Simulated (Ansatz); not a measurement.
# 1T-SnSe2 bilayer (AB) in a perpendicular field, part 2 of 3

Wanted: the out-of-plane response of the 1T-SnSe2 bilayer (AB). A positive field points along +c.

Ansatz 0.2.0; plane-wave DFT, PBE-D3(BJ), Ansatz PAW.

So far. Step 2 (Relaxation): The lattice constant a goes from 3.870 to 3.828 Å.

## (3) Atoms held, field 0, start network

A sawtooth potential applies the field, turning back in the middle of the vacuum. With the dipole correction the typed value is the field outside the slab. The induced dipole is small, so the SCF threshold is tight.

The cell differs from the one that the last finished run ended in (c 45.621 → 27.421 Å).

Contents of input.yaml:

```yaml
crystal:
  lattice:
    - [3.8279165366, 0.0, 0.0]
    - [-1.9139582683, 3.3150729643, 0.0]
    - [0.0, 0.0, 27.4209362818]
  atoms:
    - { symbol: Se, position: [0.6666666667, 0.3333333333, 0.3282163639] }
    - { symbol: Sn, position: [0.0, 0.0, 0.3864767447] }
    - { symbol: Se, position: [0.3333333333, 0.6666666667, 0.4447079716] }
    - { symbol: Se, position: [0.0, 0.0, 0.5552920284] }
    - { symbol: Sn, position: [0.3333333333, 0.6666666667, 0.6135232553] }
    - { symbol: Se, position: [0.6666666667, 0.3333333333, 0.6717836361] }
kpoints:
  mp_grid: { grid: [12, 12, 1] }
  band_path:
    path: [[0, 0, 0], [0.5, 0, 0], [0.33333333, 0.33333333, 0], [0, 0, 0]]
    npoints: 16
hamiltonian:
  xc: pbe
  dispersion: d3bj
scf:
  occupations: { method: fermi_dirac, width: 0.02585 }
  convergence: { dr2_threshold: 1.0e-10 }
efield:
  axis: 3
  dipole_correction: true
  ramp_position: 0.97
  ramp_width: 0.06
  amplitude: 0
output:
  dos: { projected: true, e_range: [-6, 5] }
  write_potential: true
  write_density: true
  volumetric_format: npy
  elf: true
```

The run is started by

```sh
> ansatz run input.yaml --threads 4 --pin off --max-ram 8192MiB --backend cpu --events-out ev --progress --plain --runs-dir out
```

Numbers of over 12 decimals in the logs are rounded to 6 here.

The program printed:

```text
[...]
Crystal: 6 atoms, lattice volume = 347.967 Å³
Basis set: ecut = 420 eV, 6775 PW (Γ)
Bands: 56, of which v1, the nominal top of the filled ones, is band 46 counted from 1 (45 counted from 0)
Symmetry: 6 space group operations
k-points: 19 of 144 (time reversal used)
[...]
SCF iter   1: F=—  HF=-33928.510535 eV  |F-HF|=—  |Δ(HF+E_count)|=         —  Δρ=1.14e-3  dr2=3.25e-2  ethr=1.77e-3  p=0.000 e·Å  D=9.05e-14 V/Å  ΔV_dip=-0.00 eV  dr2_dipole=4.15e-11  V_vac-E_F(+/−)=5.61/5.61 eV  ⟨swp⟩=9.0  Hψ=4543  notcnv=0  defer=7
efield: sawtooth ramp at fractional position 0.9700 (set: `efield.ramp_position`, or a place that a band, a saddle search or an elastic batch's reference lends), width 0.0600; the density the first Hamiltonian is built on has a dipole p = 0.000 e·Å; the dipole correction subtracts the counter field D = 9.05e-14 V/Å, which shifts the + side's vacuum level by -0.00 eV against the − side's; the planar-averaged density in the ramp window peaks in size at 6.3e-6 e/Å³
[...]
SCF iter   2: F=—  HF=-33928.517726 eV  |F-HF|=—  |Δ(HF+E_count)|=   7.19e-3  Δρ=1.63e-3  dr2=9.21e-2  ethr=3.53e-5  p=-0.000 e·Å  D=-3.20e-8 V/Å  ΔV_dip=0.00 eV  dr2_dipole=7.23e-9  V_vac-E_F(+/−)=5.83/5.83 eV  ⟨swp⟩=4.6  Hψ=2249  notcnv=0  defer=54
[...]
SCF iter  11: F=-33928.509041 eV  HF=-33928.509041 eV  |F-HF|=8.73e-11  |Δ(HF+E_count)|=  5.24e-10  Δρ=9.21e-8  dr2=3.42e-11  ethr=1.00e-12  p=0.000 e·Å  D=6.89e-8 V/Å  ΔV_dip=-0.00 eV  dr2_dipole=2.74e-14  V_vac-E_F(+/−)=5.69/5.69 eV  ⟨swp⟩=12.2  Hψ=3670  notcnv=0
SCF 1 converged in 11 iterations: F = -33928.509041 eV  dr2 = 3.42e-11
[...]
NSCF: frozen V_eff on 49 k-points
efield: sawtooth ramp at fractional position 0.9700 (kept from the solve that this one continues, or follows in the run), width 0.0600; the density the first Hamiltonian is built on has a dipole p = 0.000 e·Å; the dipole correction subtracts the counter field D = 6.89e-8 V/Å, which shifts the + side's vacuum level by -0.00 eV against the − side's; the planar-averaged density in the ramp window peaks in size at 6.1e-6 e/Å³
WARN: The output density's exchange-correlation potential varies sharply where the density is thin. Do not read a vacuum level from v_tot or v_xc, or from such a field of the output density. On a cell that repeats whose density bears no net charge and no dipole along the vacuum's axis use v_es (v_loc + v_h of the components); under efield.dipole_correction with no amplitude use v_es + v_field, which holds any externa [...]
SCF converged after 11 iterations
Free energy (F): -33928.509041 eV
[...]
Internal energy: -33928.509038 eV  (E = F + TS)
E sigma→0 (E₀):  -33928.509039 eV
Entropy (-TS):   -0.000004 eV (-0.001 meV/atom)
Fermi energy:    0.531094 eV
Dipole field:    D = -0.000000 V/Å  (p = -0.000000 e·Å, saw-weighted, corrected)
Work function:   Φ+ = 5.6878 eV   Φ− = 5.6878 eV
Levels:          The Fermi level and band energies are counted from a zero that moves with the ramp; work functions are not
[...]
--- Band table (eV; the first three rows and the last of 19) ---
  k-point 0: bands = [... 42 lower, 0.1095, 0.1095, 0.1889, 0.1889, 1.5759, 2.3881, 3.3624, 3.3904, ... 6 higher]
  k-point 1: bands = [... 42 lower, -0.2297, -0.0868, 0.1601, 0.2611, 2.0520, 2.5837, 3.7735, 3.8276, ... 6 higher]
  k-point 2: bands = [... 42 lower, -0.8542, -0.1571, 0.1384, 0.2754, 2.4458, 2.5160, 3.9904, 4.3631, ... 6 higher]
  k-point 18: bands = [... 42 lower, -0.8054, -0.7062, -0.7062, -0.5060, 2.0745, 2.0745, 4.9843, 5.4256, ... 6 higher]
```

The job ended after 25 s (4 threads of Arm Neoverse V1, shared host; peak memory 1.2 GiB).

The column dr2 measures how far the density is from self-consistency, as an energy; F and HF (Harris–Foulkes) agree once it is small.

Numbers from this step:

| Property | Result |
| --- | --- |
| dipole along the normal | -1.92e-7 e·Å |
| gap along the path | 0.4732 eV |
| smallest direct gap along the path | 0.7788 eV |
| ionisation energy, upper face | 5.936 eV |
| electron affinity, upper face | 5.463 eV |
| gap, the smaller of path and mesh | 0.4732 eV |

Running mean over a fixed 2.7 Å (it still follows the layers) of the planar mean; the ramp of the sawtooth is left out. Table of electron's electrostatic potential energy less the Fermi level by z:

```csv
z (Å),electron's electrostatic potential energy less the Fermi level (eV)
3.5,5.69
4.0,5.69
4.5,5.69
5.0,5.69
5.5,5.68
6.0,5.65
6.5,5.51
7.0,4.92
7.5,3.65
8.0,2.14
8.5,0.416
9.0,-1.17
9.5,-2.14
10.0,-2.77
10.5,-3.08
11.0,-2.96
11.5,-2.44
12.0,-1.64
12.5,-0.362
13.0,1.09
13.5,1.66
14.0,1.63
14.5,0.895
15.0,-0.605
15.5,-1.79
16.0,-2.54
16.5,-3.01
17.0,-3.07
17.5,-2.69
18.0,-2.02
18.5,-0.951
19.0,0.698
19.5,2.39
20.0,3.87
20.5,5.06
21.0,5.55
21.5,5.66
22.0,5.68
22.5,5.69
23.0,5.69
23.5,5.69
24.0,5.69
```

The density of states has structure finer than the step of the table below, so its rows give means over 0.25 eV, whole bins alone (the curve runs from -6 to 2.22 eV). Peaks (eV: height): -2.910: 6.66, -1.370: 24.3, -1.260: 10.9, -1.070: 10.0, -0.760: 11.2, -0.620: 11.6, 1.440: 6.37.

The density of states by energy, zero at the Fermi level of the run, which the smearing sets inside the gap; means over each step:

```
energy (eV)  density of states (states/eV a cell)
      -5.75                                 0.580
      -5.50                                     0
      -5.25                                     0
      -5.00                                     0
      -4.75                                 0.897
      -4.50                                  2.95
      -4.25                                  3.87
      -4.00                                  2.33
      -3.75                                  2.70
      -3.50                                  2.94
      -3.25                                  3.63
      -3.00                                  4.94
      -2.75                                  4.92
      -2.50                                  5.69
      -2.25                                  3.61
      -2.00                                  3.04
      -1.75                                  3.35
      -1.50                                  6.17
      -1.25                                  6.64
      -1.00                                  7.32
      -0.75                                  7.80
      -0.50                                  6.90
      -0.25                                  1.31
       0.00                                     0
       0.25                                 0.185
       0.50                                 0.691
       0.75                                  1.07
       1.00                                  1.84
       1.25                                  2.68
       1.50                                  3.61
       1.75                                  3.55
       2.00                                  2.27
```

Projected DOS per atom over height of the atomic layer and energy from the Fermi level. Layers: Se Sn Se Se Sn Se from below.

Values in states/eV, 22 rows by 6 columns, each cell a mean:
```
0.31 0.38 0.32 0.32 0.38 0.31
0.56 0.62 0.56 0.56 0.62 0.56
0.45 0.49 0.44 0.44 0.49 0.45
0.23 0.26 0.22 0.22 0.26 0.23
0.11 0.12 0.10 0.10 0.12 0.11
0.01 0.01 0.01 0.01 0.01 0.01
0.34 0.01 0.34 0.34 0.01 0.34
1.83 0.08 2.00 2.00 0.08 1.83
1.63 0.14 1.58 1.58 0.14 1.63
1.61 0.21 1.30 1.30 0.21 1.61
0.87 0.23 0.74 0.74 0.23 0.87
0.62 0.31 0.61 0.61 0.31 0.62
1.00 0.61 0.99 0.99 0.61 1.00
0.94 0.64 0.98 0.98 0.64 0.94
0.64 0.51 0.68 0.68 0.51 0.64
0.45 0.40 0.50 0.50 0.40 0.45
0.41 0.39 0.45 0.45 0.39 0.41
0.57 0.62 0.65 0.65 0.62 0.57
0.20 0.24 0.23 0.23 0.24 0.20
0.00 0.00 0.00 0.00 0.00 0.00
0.00 0.00 0.00 0.00 0.00 0.00
0.11 0.13 0.10 0.10 0.13 0.11
```
Columns: height of the atomic layer (Å) from 9 to 18.4 (not evenly spaced); rows upwards: energy from the Fermi level (eV) from -5.96 to 2.14.

The electronic bands at the labelled points (eV, zero at the Fermi level of the run, which the smearing sets inside the gap):

```
  point  band 43  band 44  band 45  band 46  band 47  band 48  band 49  band 50
      Γ    -0.42    -0.42    -0.34    -0.34     1.04     1.86     2.83     2.86
halfway    -1.48    -0.68    -0.50    -0.33     1.42     1.63     3.65     4.08
      M    -1.40    -0.76    -0.71    -0.55     0.22     0.72     3.65     3.80
halfway    -1.42    -1.32    -1.01    -0.75     1.02     1.49     4.50     4.56
      K    -1.34    -1.24    -1.24    -1.04     1.54     1.54     4.45     4.89
halfway    -1.38    -1.08    -1.06    -0.42     1.72     2.00     4.26     4.51
      Γ    -0.42    -0.42    -0.34    -0.34     1.04     1.86     2.83     2.86
```

Valence density in the ca plane at fractional y = 0.000, with atoms of Sn and Se within 0.2 Å of it. It is the smooth field of the valence electrons, not physical close to the nuclei.

Ten steps, logarithmic in the rise over the least value, from '0' (0 e/Å³) to '9' (35 e/Å³), each cell a mean:
```
00000000000000000000013676410000001378631000
00000000000000000000011343210000001234321000
00000000000000000000011111110000000111111000
00000000000000000001111000011100000000001111
00000000000000000001110000011110000000001111
00000000000000000001111000011110000000001111
00000000000000000000111111111100000011111001
00000000000000000000011222110000000122211000
00000000000000000000012465310000001256521000
00000000000000000000013687410000001489731000
```
Columns run along c (16.0 Å, from fractional 0.07 to 0.65 of the cell), rows up along a (3.8 Å). Atoms in or near the plane, at fractional coordinates: Sn at (0.39, 0.00), Se at (0.56, 0.00).

Electrostatic potential energy in the ca plane at fractional y = 0.000, with atoms of Sn and Se within 0.2 Å of it. With pseudopotentials it is smooth inside the atoms' cores, unlike the true potential.

Ten even steps from '0' (-17 eV) to '9' (6 eV), each cell a mean:
```
99999999999999999999840799127899996024205889
99999999999999999999862021058899997300037888
99999999999999999998876423578889999764577777
99999999999999999987777777777789999988876556
99999999999999999986678888876678999999875445
99999999999999999987678888876778999998876446
99999999999999999988777656777889999887777667
99999999999999999998874100368899998621257788
99999999999999999999850375047899996102016888
99999999999999999999740999327899985035305889
```
Columns run along c (16.0 Å, from fractional 0.07 to 0.65 of the cell; values clipped at the 3rd and 97th percentile), rows up along a (3.8 Å). Atoms in or near the plane, at fractional coordinates: Sn at (0.39, 0.00), Se at (0.56, 0.00).

ELF in the ca plane at fractional y = 0.000, with atoms of Sn and Se within 0.2 Å of it. It is the smooth field of the valence electrons, not physical close to the nuclei.

Values, 6 rows by 16 columns, each cell a mean:
```
0.00 0.00 0.00 0.00 0.00 0.01 0.05 0.20 0.16 0.18 0.19 0.05 0.71 0.58 0.65 0.14
0.00 0.00 0.00 0.00 0.00 0.08 0.35 0.49 0.30 0.32 0.48 0.21 0.38 0.71 0.54 0.24
0.00 0.00 0.00 0.00 0.01 0.22 0.65 0.67 0.32 0.35 0.68 0.49 0.06 0.20 0.26 0.32
0.00 0.00 0.00 0.00 0.01 0.18 0.60 0.65 0.33 0.35 0.66 0.43 0.12 0.36 0.32 0.31
0.00 0.00 0.00 0.00 0.00 0.04 0.22 0.38 0.27 0.28 0.37 0.13 0.51 0.76 0.61 0.20
0.00 0.00 0.00 0.00 0.00 0.00 0.03 0.18 0.13 0.14 0.16 0.05 0.75 0.45 0.64 0.14
```
Columns run along c (16.0 Å, from fractional 0.07 to 0.65 of the cell), rows up along a (3.8 Å). Atoms in or near the plane, at fractional coordinates: Sn at (0.39, 0.00), Se at (0.56, 0.00).

The gap is 0.47 eV, with the valence edge 5.94 eV and the conduction edge 5.46 eV under the upper vacuum level.

## (4) Atoms held, field 0.05 V/Å

Edit input.yaml of step 3 so:

```diff
@@ -28,5 +28,4 @@
   ramp_width: 0.06
-  amplitude: 0
+  amplitude: 0.05
 output:
-  dos: { projected: true, e_range: [-6, 5] }
   write_potential: true
@@ -34,2 +33 @@
   volumetric_format: npy
-  elf: true
```

The program printed:

```text
[...]
Crystal: 6 atoms, lattice volume = 347.967 Å³
Basis set: ecut = 420 eV, 6775 PW (Γ)
Bands: 56, of which v1, the nominal top of the filled ones, is band 46 counted from 1 (45 counted from 0)
Symmetry: 6 space group operations
k-points: 19 of 144 (time reversal used)
[...]
k-point 0: bands = [... 42 lower, 0.1044, 0.1044, 0.1940, 0.1940, 1.5753, 2.3884, 3.3517, 3.4009, ... 6 higher]
  k-point 1: bands = [... 42 lower, -0.2304, -0.0852, 0.1558, 0.2653, 2.0510, 2.5845, 3.7662, 3.8347, ... 6 higher]
  k-point 2: bands = [... 42 lower, -0.8500, -0.1568, 0.1351, 0.2786, 2.4398, 2.5218, 3.9887, 4.3643, ... 6 higher]
  k-point 18: bands = [... 42 lower, -0.8074, -0.7247, -0.6879, -0.5041, 2.0538, 2.0950, 4.9837, 5.4038, ... 6 higher]
[key lines of the parts left out:]
SCF converged after 14 iterations
Free energy (F): -33928.509980 eV
Fermi energy:    0.532296 eV
Dipole field:    D = 0.019531 V/Å  (p = 0.037558 e·Å, saw-weighted, corrected)
```

The job ended after 26 s (4 threads; peak memory 1 GiB; 1.7 min of CPU time).

The dipole is 0.0376 e·Å, and the gap 0.469 eV.

## (5) Single point, field -0.05 V/Å

Edit input.yaml of step 4 so:

```diff
@@ -28,3 +28,3 @@
   ramp_width: 0.06
-  amplitude: 0.05
+  amplitude: -0.05
 output:
```

The program printed:

```text
[...]
Crystal: 6 atoms, lattice volume = 347.967 Å³
Basis set: ecut = 420 eV, 6775 PW (Γ)
Bands: 56, of which v1, the nominal top of the filled ones, is band 46 counted from 1 (45 counted from 0)
Symmetry: 6 space group operations
k-points: 19 of 144 (time reversal used)
[...]
k-point 0: bands = [... 42 lower, 0.1044, 0.1044, 0.1940, 0.1940, 1.5753, 2.3884, 3.3517, 3.4009, ... 6 higher]
  k-point 1: bands = [... 42 lower, -0.2304, -0.0852, 0.1558, 0.2653, 2.0510, 2.5845, 3.7662, 3.8347, ... 6 higher]
  k-point 2: bands = [... 42 lower, -0.8500, -0.1568, 0.1351, 0.2786, 2.4398, 2.5218, 3.9887, 4.3643, ... 6 higher]
  k-point 18: bands = [... 42 lower, -0.8074, -0.7247, -0.6879, -0.5041, 2.0538, 2.0950, 4.9837, 5.4038, ... 6 higher]
[key lines of the parts left out:]
SCF converged after 14 iterations
Free energy (F): -33928.509980 eV
Fermi energy:    0.532296 eV
Dipole field:    D = -0.019531 V/Å  (p = -0.037557 e·Å, saw-weighted, corrected)
```

The job ended after 26 s (4 threads; peak memory 1 GiB).

The dipole is -0.0376 e·Å, and the gap 0.469 eV.

## (6) Single point, field 0.1 V/Å

Edit input.yaml of step 5 so:

```diff
@@ -26,5 +26,5 @@
   dipole_correction: true
-  ramp_position: 0.97
-  ramp_width: 0.06
-  amplitude: -0.05
+  ramp_position: 0.9599
+  ramp_width: 0.0802
+  amplitude: 0.1
 output:
```

The program printed:

```text
[...]
Crystal: 6 atoms, lattice volume = 347.967 Å³
Basis set: ecut = 420 eV, 6775 PW (Γ)
Bands: 56, of which v1, the nominal top of the filled ones, is band 46 counted from 1 (45 counted from 0)
Symmetry: 6 space group operations
k-points: 19 of 144 (time reversal used)
[...]
k-point 0: bands = [... 42 lower, 0.0918, 0.0918, 0.2066, 0.2066, 1.5733, 2.3896, 3.3334, 3.4189, ... 6 higher]
  k-point 1: bands = [... 42 lower, -0.2323, -0.0803, 0.1445, 0.2761, 2.0481, 2.5867, 3.7501, 3.8500, ... 6 higher]
  k-point 2: bands = [... 42 lower, -0.8393, -0.1559, 0.1260, 0.2871, 2.4253, 2.5357, 3.9836, 4.3679, ... 6 higher]
  k-point 18: bands = [... 42 lower, -0.8133, -0.7434, -0.6699, -0.4989, 2.0329, 2.1153, 4.9819, 5.3817, ... 6 higher]
[key lines of the parts left out:]
SCF converged after 13 iterations
Free energy (F): -33928.512796 eV
Fermi energy:    0.535436 eV
Dipole field:    D = 0.039055 V/Å  (p = 0.075102 e·Å, saw-weighted, corrected)
```

Run time: 26 s. Hardware: 4 threads; peak memory 1 GiB; 1.7 min of CPU time.

The dipole is 0.0751 e·Å, and the gap 0.456 eV.

## (7) Single point, field -0.1 V/Å

Edit input.yaml of step 6 so:

```diff
@@ -28,3 +28,3 @@
   ramp_width: 0.0802
-  amplitude: 0.1
+  amplitude: -0.1
 output:
```

The program printed:

```text
[...]
Crystal: 6 atoms, lattice volume = 347.967 Å³
Basis set: ecut = 420 eV, 6775 PW (Γ)
Bands: 56, of which v1, the nominal top of the filled ones, is band 46 counted from 1 (45 counted from 0)
Symmetry: 6 space group operations
k-points: 19 of 144 (time reversal used)
[...]
k-point 0: bands = [... 42 lower, 0.0918, 0.0918, 0.2066, 0.2066, 1.5733, 2.3896, 3.3334, 3.4189, ... 6 higher]
  k-point 1: bands = [... 42 lower, -0.2323, -0.0803, 0.1445, 0.2761, 2.0481, 2.5867, 3.7501, 3.8500, ... 6 higher]
  k-point 2: bands = [... 42 lower, -0.8393, -0.1559, 0.1260, 0.2871, 2.4253, 2.5357, 3.9836, 4.3679, ... 6 higher]
  k-point 18: bands = [... 42 lower, -0.8133, -0.7434, -0.6699, -0.4989, 2.0329, 2.1153, 4.9819, 5.3817, ... 6 higher]
[key lines of the parts left out:]
SCF converged after 13 iterations
Free energy (F): -33928.512796 eV
Fermi energy:    0.535436 eV
Dipole field:    D = -0.039055 V/Å  (p = -0.075102 e·Å, saw-weighted, corrected)
```

The job ended after 26 s (4 threads; peak memory 1 GiB).

The dipole is -0.0751 e·Å, and the gap 0.456 eV.

## (8) Atoms held, field 0.2 V/Å

Edit input.yaml of step 7 so:

```diff
@@ -28,3 +28,3 @@
   ramp_width: 0.0802
-  amplitude: -0.1
+  amplitude: 0.2
 output:
```

The program printed:

```text
[...]
Crystal: 6 atoms, lattice volume = 347.967 Å³
Basis set: ecut = 420 eV, 6775 PW (Γ)
Bands: 56, of which v1, the nominal top of the filled ones, is band 46 counted from 1 (45 counted from 0)
Symmetry: 6 space group operations
k-points: 19 of 144 (time reversal used)
[...]
k-point 0: bands = [... 42 lower, 0.0580, 0.0580, 0.2409, 0.2409, 1.5656, 2.3940, 3.2935, 3.4571, ... 6 higher]
  k-point 1: bands = [... 42 lower, -0.2380, -0.0630, 0.1114, 0.3076, 2.0365, 2.5951, 3.7107, 3.8869, ... 6 higher]
  k-point 2: bands = [... 42 lower, -0.8085, -0.1526, 0.0968, 0.3143, 2.3871, 2.5712, 3.9637, 4.3813, ... 6 higher]
  k-point 18: bands = [... 42 lower, -0.8348, -0.7812, -0.6344, -0.4796, 1.9907, 2.1552, 4.9747, 5.3366, ... 6 higher]
[key lines of the parts left out:]
SCF converged after 15 iterations
Free energy (F): -33928.524063 eV
Fermi energy:    0.544006 eV
Dipole field:    D = 0.078128 V/Å  (p = 0.150239 e·Å, saw-weighted, corrected)
```

It took 27 s on 4 threads; peak memory 1 GiB; 1.8 min of CPU time.

The dipole is 0.150 e·Å, and the gap 0.415 eV.

## (9) Atoms held, field -0.2 V/Å

Edit input.yaml of step 8 so:

```diff
@@ -28,3 +28,3 @@
   ramp_width: 0.0802
-  amplitude: 0.2
+  amplitude: -0.2
 output:
```

The program printed:

```text
[...]
Crystal: 6 atoms, lattice volume = 347.967 Å³
Basis set: ecut = 420 eV, 6775 PW (Γ)
Bands: 56, of which v1, the nominal top of the filled ones, is band 46 counted from 1 (45 counted from 0)
Symmetry: 6 space group operations
k-points: 19 of 144 (time reversal used)
[...]
k-point 0: bands = [... 42 lower, 0.0580, 0.0580, 0.2409, 0.2409, 1.5656, 2.3940, 3.2935, 3.4571, ... 6 higher]
  k-point 1: bands = [... 42 lower, -0.2380, -0.0630, 0.1114, 0.3076, 2.0365, 2.5951, 3.7107, 3.8869, ... 6 higher]
  k-point 2: bands = [... 42 lower, -0.8085, -0.1526, 0.0968, 0.3143, 2.3871, 2.5712, 3.9637, 4.3813, ... 6 higher]
  k-point 18: bands = [... 42 lower, -0.8348, -0.7812, -0.6344, -0.4796, 1.9907, 2.1552, 4.9747, 5.3366, ... 6 higher]
[key lines of the parts left out:]
SCF converged after 15 iterations
Free energy (F): -33928.524063 eV
Fermi energy:    0.544006 eV
Dipole field:    D = -0.078128 V/Å  (p = -0.150239 e·Å, saw-weighted, corrected)
```

It took 27 s on 4 threads; peak memory 1 GiB; 1.8 min of CPU time.

The dipole is -0.150 e·Å, and the gap 0.415 eV.

(Continued in part 3 of 3.)

[Logs are printed without paths, hosts, clocks, repeated set-up lines and the standing remarks that a program may print on its own settings, such as how far it seeks lower states.]

[Hosts, paths, dates, database ids (printed as entryN), source tags and the programs' standing remarks are cut or masked in the printed files.]

[Maps of the electrostatic potential energy from Ansatz leave out the sawtooth potential of an applied field or a dipole correction, so their vacuum need not be flat; planar profiles and work functions include it.]
